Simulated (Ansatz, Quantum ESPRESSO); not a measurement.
# Sr2C (Fm-3m): zone-centre phonons

Which modes does Sr2C (Fm-3m) have at the zone centre?

Program: Quantum ESPRESSO 7.5. Level of theory: DFT PBE, scalar-relativistic, plane waves, GBRV ultrasoft pseudopotentials. Results are calculated unless marked as measured.

The structure was built from a prototype and need not be the compound's stable phase.

## (1) Set-up

Symmetry: Fm-3m, No. 225, cubic system. The conventional cell has a = 7.251 Å, b = 7.251 Å, c = 7.251 Å, α = 90.00°, β = 90.00°, γ = 90.00°. Nearest to Sr lie 4 C at 3.14 Å. Nearest to C lie 8 Sr at 3.14 Å. Farther neighbours are not listed.

## (2) A first look

Before anything dear is run, a loose run with smearing shows whether this is a metal and how far the cell is from rest.

Contents of probe.in:

```
 &control
    calculation='scf',
    prefix='x',
    outdir='./tmp',
    pseudo_dir='./pseudo',
    tprnfor=.true.,
    tstress=.true.,
    verbosity='high',
 /
 &system
    ibrav=0,
    nat=3,
    ntyp=2,
    ecutwfc=45.0,
    ecutrho=270.0,
    occupations='smearing',
    smearing='gaussian',
    degauss=0.01,
 /
 &electrons
    conv_thr=1.0d-07,
    mixing_beta=0.7,
    electron_maxstep=100,
 /
ATOMIC_SPECIES
 Sr     87.6200  Sr.upf
 C      12.0110  C.upf
CELL_PARAMETERS angstrom
    -3.625620000    0.000000000    3.625620000
     0.000000000    3.625620000    3.625620000
    -3.625620000    3.625620000    0.000000000
ATOMIC_POSITIONS crystal
 Sr     0.750000000   0.750000000   0.750000000
 Sr     0.250000000   0.250000000   0.250000000
 C      0.000000000   0.000000000   0.000000000
K_POINTS automatic
 4 4 4 0 0 0
```

Command:

```console
> OMP_NUM_THREADS=1 mpirun -n 2 pw.x -nk 2 -in probe.in > probe.out
```

The log of the run:

```text
[banners, grids, parts of the stress and lines that vanish by symmetry left out]
Program PWSCF v.7.5
     Message from routine setup:
     using ibrav=0 with symmetry is DISCOURAGED, use correct ibrav instead
[...]
kinetic-energy cutoff     =      45.0000  Ry
     charge density cutoff     =     270.0000  Ry
     scf convergence threshold =      1.0E-07
[...]
Exchange-correlation= SLA  PW   PBE  PBE
                           (   1   4   3   4   0   0   0)
[...]
48 Sym. Ops., with inversion, found
[...]
(     0          1          0      )
                  (     0          0          1      )
[...]
(  0.0000000  1.0000000  0.0000000 )
                  ( -0.0000000 -0.0000000  1.0000000 )
[...]
(     1          0         -1      )
                  (     0          0         -1      )
[...]
(     0          1         -1      )
                  (     0          1          0      )
[...]
( -1.0000000  0.0000000  0.0000000 )
                  (  0.0000000  1.0000000 -0.0000000 )
[...]
number of k points=     8  Gaussian smearing, width (Ry)=  0.0100
[...]
End of self-consistent calculation
[...]
the Fermi energy is     6.2610 ev
!    total energy              =    -151.61960712 Ry
[...]
convergence has been achieved in  14 iterations
[...]
atom    1 type  1   force =    -0.00000000    0.00000000    0.00000000
     atom    2 type  1   force =     0.00000000   -0.00000000   -0.00000000
     atom    3 type  2   force =    -0.00000000   -0.00000000   -0.00000000
[...]
Total force =     0.000000     Total SCF correction =     0.000000
[...]
total   stress  (Ry/bohr**3)                   (kbar)     P=      -51.85
[...]
XML data file, charge density, pseudopotentials, collected wavefunctions

   JOB DONE.
```

Run time: 7.8 s. Hardware: 2 MPI ranks of Intel Xeon 6975P-C (Granite Rapids), shared host; 15 s of CPU time.

Numbers from this step:

| Quantity | Value |
| --- | --- |
| volume per atom | 31.77 Å³ |
| pressure | -5.185 GPa |
| gap on the k-mesh | 0 eV |

No gap opens on this mesh, so smearing is kept; the start stands at -5.2 GPa.

## (3) Relaxing the cell and atoms

The relaxation runs at a cutoff a fifth above that of the response, since stress converges more slowly with the basis than frequencies do. Forces and stress are brought to rest with tight thresholds.

Contents of relax.in:

```
 &control
    calculation='vc-relax',
    prefix='x',
    outdir='./tmp',
    pseudo_dir='./pseudo',
    tprnfor=.true.,
    tstress=.true.,
    forc_conv_thr=2.0d-05,
    etot_conv_thr=1.0d-07,
    nstep=40,
 /
 &system
    ibrav=0,
    nat=3,
    ntyp=2,
    ecutwfc=54,
    ecutrho=324.0,
    occupations='smearing',
    smearing='mv',
    degauss=0.02,
 /
 &electrons
    conv_thr=1.0d-11,
    mixing_beta=0.7,
    electron_maxstep=100,
 /
 &ions
 /
 &cell
    press_conv_thr=0.2,
 /
ATOMIC_SPECIES
 Sr     87.6200  Sr.upf
 C      12.0110  C.upf
CELL_PARAMETERS angstrom
    -3.625620000    0.000000000    3.625620000
     0.000000000    3.625620000    3.625620000
    -3.625620000    3.625620000    0.000000000
ATOMIC_POSITIONS crystal
 Sr     0.750000000   0.750000000   0.750000000
 Sr     0.250000000   0.250000000   0.250000000
 C      0.000000000   0.000000000   0.000000000
K_POINTS automatic
 10 10 10 0 0 0
```

Command:

```console
> OMP_NUM_THREADS=1 mpirun -n 2 pw.x -nk 2 -in relax.in > relax.out
```

The log of the run:

```text
[banners, grids, parts of the stress and lines that vanish by symmetry left out]
[banner, memory and clock lines left out]
Program PWSCF v.7.5

[...]
kinetic-energy cutoff     =      54.0000  Ry
     charge density cutoff     =     324.0000  Ry
     scf convergence threshold =      1.0E-11
[...]
energy convergence thresh.=      1.0E-07
     force convergence thresh. =      2.0E-05
     press convergence thresh. =      2.0E-01
     Exchange-correlation= SLA  PW   PBE  PBE
                           (   1   4   3   4   0   0   0)
[...]
48 Sym. Ops., with inversion, found
[...]
number of k points=    47  Marzari-Vanderbilt smearing, width (Ry)=  0.0200
[...]
End of self-consistent calculation
[...]
the Fermi energy is     6.2408 ev
!    total energy              =    -151.61644940 Ry
[...]
convergence has been achieved in  24 iterations
[...]
atom    1 type  1   force =     0.00000000   -0.00000000    0.00000000
     atom    2 type  1   force =    -0.00000000    0.00000000   -0.00000000
     atom    3 type  2   force =     0.00000000    0.00000000    0.00000000
     Total force =     0.000000     Total SCF correction =     0.000000
[...]
total   stress  (Ry/bohr**3)                   (kbar)     P=      -53.08
[...]
number of bfgs steps    =   0
[...]
CELL_PARAMETERS (angstrom)
[...]
ATOMIC_POSITIONS (crystal)
Sr               0.7500000000        0.7500000000        0.7500000000
Sr               0.2500000000        0.2500000000        0.2500000000
C               -0.0000000000        0.0000000000        0.0000000000
[...]
New effective cutoffs (rho, wfc):  329.71   54.99
[...]
End of self-consistent calculation
[...]
the Fermi energy is     6.4780 ev
!    total energy              =    -151.62243447 Ry
[...]
convergence has been achieved in   9 iterations
[...]
atom    1 type  1   force =    -0.00000000   -0.00000000   -0.00000000
     atom    2 type  1   force =    -0.00000000   -0.00000000    0.00000000
     atom    3 type  2   force =    -0.00000000    0.00000000   -0.00000000
     Total force =     0.000000     Total SCF correction =     0.000000
[...]
total   stress  (Ry/bohr**3)                   (kbar)     P=      -48.89
[...]
number of bfgs steps    =   1
[...]
WARNING: bfgs curvature condition failed, Theta= 0.884
[...]
CELL_PARAMETERS (angstrom)
[...]
ATOMIC_POSITIONS (crystal)
Sr               0.7500000000        0.7500000000        0.7500000000
[...]
New effective cutoffs (rho, wfc):  338.90   56.52
[...]
End of self-consistent calculation
[...]
the Fermi energy is     6.8497 ev
!    total energy              =    -151.63021532 Ry
[...]
convergence has been achieved in   9 iterations
[...]
atom    1 type  1   force =    -0.00000000    0.00000000   -0.00000000
     atom    2 type  1   force =     0.00000000   -0.00000000    0.00000000
     atom    3 type  2   force =     0.00000000   -0.00000000    0.00000000
     Total force =     0.000000     Total SCF correction =     0.000000
[...]
total   stress  (Ry/bohr**3)                   (kbar)     P=      -41.32
[...]
number of bfgs steps    =   2
[...]
CELL_PARAMETERS (angstrom)
[...]
ATOMIC_POSITIONS (crystal)
[...]
atom    2 type  1   force =    -0.00000000    0.00000000    0.00000000
[...]
Total force =     0.000000     Total SCF correction =     0.000000
[...]
total   stress  (Ry/bohr**3)                   (kbar)     P=        4.05
[...]
number of bfgs steps    =   4
[...]
CELL_PARAMETERS (angstrom)
[...]
ATOMIC_POSITIONS (crystal)
[...]
New effective cutoffs (rho, wfc):  373.96   62.37
[...]
the Fermi energy is     8.2798 ev
!    total energy              =    -151.64328360 Ry
[...]
convergence has been achieved in  11 iterations
[...]
Total force =     0.000000     Total SCF correction =     0.000000
[...]
total   stress  (Ry/bohr**3)                   (kbar)     P=       -0.44
[...]
number of bfgs steps    =   5
[...]
CELL_PARAMETERS (angstrom)
[...]
ATOMIC_POSITIONS (crystal)
[...]
New effective cutoffs (rho, wfc):  374.26   62.42
[...]
the Fermi energy is     8.2921 ev
!    total energy              =    -151.64328456 Ry
[...]
convergence has been achieved in   9 iterations
[...]
atom    2 type  1   force =     0.00000000   -0.00000000    0.00000000
     atom    3 type  2   force =    -0.00000000    0.00000000   -0.00000000
     Total force =     0.000000     Total SCF correction =     0.000000
[...]
total   stress  (Ry/bohr**3)                   (kbar)     P=       -0.01
[...]
number of bfgs steps    =   6
[...]
small trust_radius: resetting bfgs history
[...]
CELL_PARAMETERS (angstrom)
[...]
ATOMIC_POSITIONS (crystal)
[...]
New effective cutoffs (rho, wfc):  374.26   62.42
[...]
End of self-consistent calculation
[...]
the Fermi energy is     8.2921 ev
!    total energy              =    -151.64328456 Ry
[...]
convergence has been achieved in   3 iterations
[...]
atom    1 type  1   force =    -0.00000000   -0.00000000   -0.00000000
     atom    2 type  1   force =    -0.00000000   -0.00000000    0.00000000
     atom    3 type  2   force =    -0.00000000    0.00000000    0.00000000
     Total force =     0.000000     Total SCF correction =     0.000000
[...]
total   stress  (Ry/bohr**3)                   (kbar)     P=       -0.01
[...]
bfgs converged in   8 scf cycles and   7 bfgs steps
[...]
End of BFGS Geometry Optimization
     Final enthalpy           =    -151.6432845613 Ry
     File ./tmp/x.bfgs deleted, as requested
[...]
CELL_PARAMETERS (angstrom)
[...]
ATOMIC_POSITIONS (crystal)
[...]
Sr               0.2500000000        0.2500000000        0.2500000000
C                0.0000000000       -0.0000000000        0.0000000000
[...]
Final scf calculation at the relaxed structure.
[...]
kinetic-energy cutoff     =      54.0000  Ry
     charge density cutoff     =     324.0000  Ry
     scf convergence threshold =      1.0E-13
[...]
press convergence thresh. =      2.0E-01
     Exchange-correlation= SLA  PW   PBE  PBE
                           (   1   4   3   4   0   0   0)
[...]
48 Sym. Ops., with inversion, found
[...]
number of k points=    47  Marzari-Vanderbilt smearing, width (Ry)=  0.0200
[...]
End of self-consistent calculation
[...]
the Fermi energy is     8.2922 ev
!    total energy              =    -151.64324192 Ry
[...]
convergence has been achieved in  24 iterations
[...]
atom    1 type  1   force =    -0.00000000   -0.00000000   -0.00000000
     atom    2 type  1   force =     0.00000000    0.00000000    0.00000000
     atom    3 type  2   force =     0.00000000    0.00000000    0.00000000
     Total force =     0.000000     Total SCF correction =     0.000000
[...]
total   stress  (Ry/bohr**3)                   (kbar)     P=        0.14
[...]
XML data file, charge density, pseudopotentials, collected wavefunctions
```

It took 3.2 min on 2 MPI ranks.

The steps of the relaxation:

| step | energy less that of the first step (eV) | largest force (eV/Å) | pressure (GPa) | volume (Å³) |
| --- | --- | --- | --- | --- |
| 1 | 0.0000 | 0.0000 | -5.31 | 95.32 |
| 2 | -0.0814 | 0.0000 | -4.89 | 92.76 |
| 3 | -0.1873 | 0.0000 | -4.13 | 89.01 |
| 4 | -0.3039 | 0.0000 | -2.67 | 83.58 |
| 5 | -0.3641 | 0.0000 | 0.40 | 75.86 |
| 6 | -0.3651 | 0.0000 | -0.04 | 76.79 |
| 7 | -0.3651 | 0.0000 | 0.00 | 76.70 |
| 8 | -0.3651 | 0.0000 | 0.00 | 76.70 |
| 9 | -0.3645 | 0.0000 | 0.01 | 76.70 |

| conventional cell, symmetrised | before | after | change |
| --- | --- | --- | --- |
| a (Å) | 7.251 | 6.745 | -7.0 % |
| b (Å) | 7.251 | 6.745 | -7.0 % |
| c (Å) | 7.251 | 6.745 | -7.0 % |
| volume (Å³/atom) | 31.77 | 25.57 | -19.5 % |

Final coordinates:

```
CELL_PARAMETERS angstrom
-3.37228 0.00000 3.37228
0.00000 3.37228 3.37228
-3.37228 3.37228 0.00000
ATOMIC_POSITIONS crystal
Sr 0.75000 0.75000 0.75000
Sr 0.25000 0.25000 0.25000
C 0.00000 0.00000 0.00000
```

The last row of the table of steps is pw.x's closing run on a basis chosen anew for the final cell, so its energy can jump.

Read from the output:

* volume per atom: 25.57 Å³
* pressure: 0.01400 GPa

The volume changes by -19.5 % from the cell with which this run began.

## (4) Ground state

The response is built on this ground state, so it is converged far tighter than an energy would need. Smearing stays on, as the first look found no gap above 0.3 eV.

Contents of scf.in:

```
 &control
    calculation='scf',
    prefix='x',
    outdir='./tmp',
    pseudo_dir='./pseudo',
    tprnfor=.true.,
    tstress=.true.,
 /
 &system
    ibrav=0,
    nat=3,
    ntyp=2,
    ecutwfc=45.0,
    ecutrho=270.0,
    occupations='smearing',
    smearing='mv',
    degauss=0.02,
 /
 &electrons
    conv_thr=1.0d-12,
    mixing_beta=0.7,
    electron_maxstep=100,
 /
ATOMIC_SPECIES
 Sr     87.6200  Sr.upf
 C      12.0110  C.upf
CELL_PARAMETERS angstrom
    -3.372282000    0.000000000    3.372282000
     0.000000000    3.372282000    3.372282000
    -3.372282000    3.372282000    0.000000000
ATOMIC_POSITIONS crystal
 Sr     0.750000000   0.750000000   0.750000000
 Sr     0.250000000   0.250000000   0.250000000
 C      0.000000000   0.000000000   0.000000000
K_POINTS automatic
 10 10 10 0 0 0
```

Command:

```console
> OMP_NUM_THREADS=1 mpirun -n 2 pw.x -nk 2 -in scf.in > scf.out
```

The log of the run:

```text
[banners, grids, parts of the stress and lines that vanish by symmetry left out]
[banner, memory and clock lines left out]
Program PWSCF v.7.5

[...]
kinetic-energy cutoff     =      45.0000  Ry
     charge density cutoff     =     270.0000  Ry
     scf convergence threshold =      1.0E-12
[...]
Exchange-correlation= SLA  PW   PBE  PBE
                           (   1   4   3   4   0   0   0)
[...]
48 Sym. Ops., with inversion, found
[...]
number of k points=    47  Marzari-Vanderbilt smearing, width (Ry)=  0.0200
[...]
End of self-consistent calculation
[...]
the Fermi energy is     8.2922 ev
!    total energy              =    -151.64312471 Ry
[...]
convergence has been achieved in  26 iterations
[...]
atom    1 type  1   force =    -0.00000000    0.00000000   -0.00000000
     atom    2 type  1   force =    -0.00000000    0.00000000   -0.00000000
     atom    3 type  2   force =    -0.00000000    0.00000000   -0.00000000
     Total force =     0.000000     Total SCF correction =     0.000000
[...]
total   stress  (Ry/bohr**3)                   (kbar)     P=       -0.13
[...]
XML data file, charge density, pseudopotentials, collected wavefunctions
```

Elapsed: 25 s, on 2 MPI ranks; 50 s of CPU time.

This step gave:

- pressure: -0.01300 GPa

The cell stands at -0.013 GPa, close enough for phonons.

(Part 1 of 3 ends here.)

[Host names and launcher messages were left out of these logs when they were recorded.]

[Logs are printed without paths, hosts, clocks, repeated set-up lines and the standing remarks that a program may print on its own settings, such as how far it seeks lower states.]

[Hosts, paths, dates, database ids (printed as entryN), source tags and the programs' standing remarks are cut or masked in the printed files.]
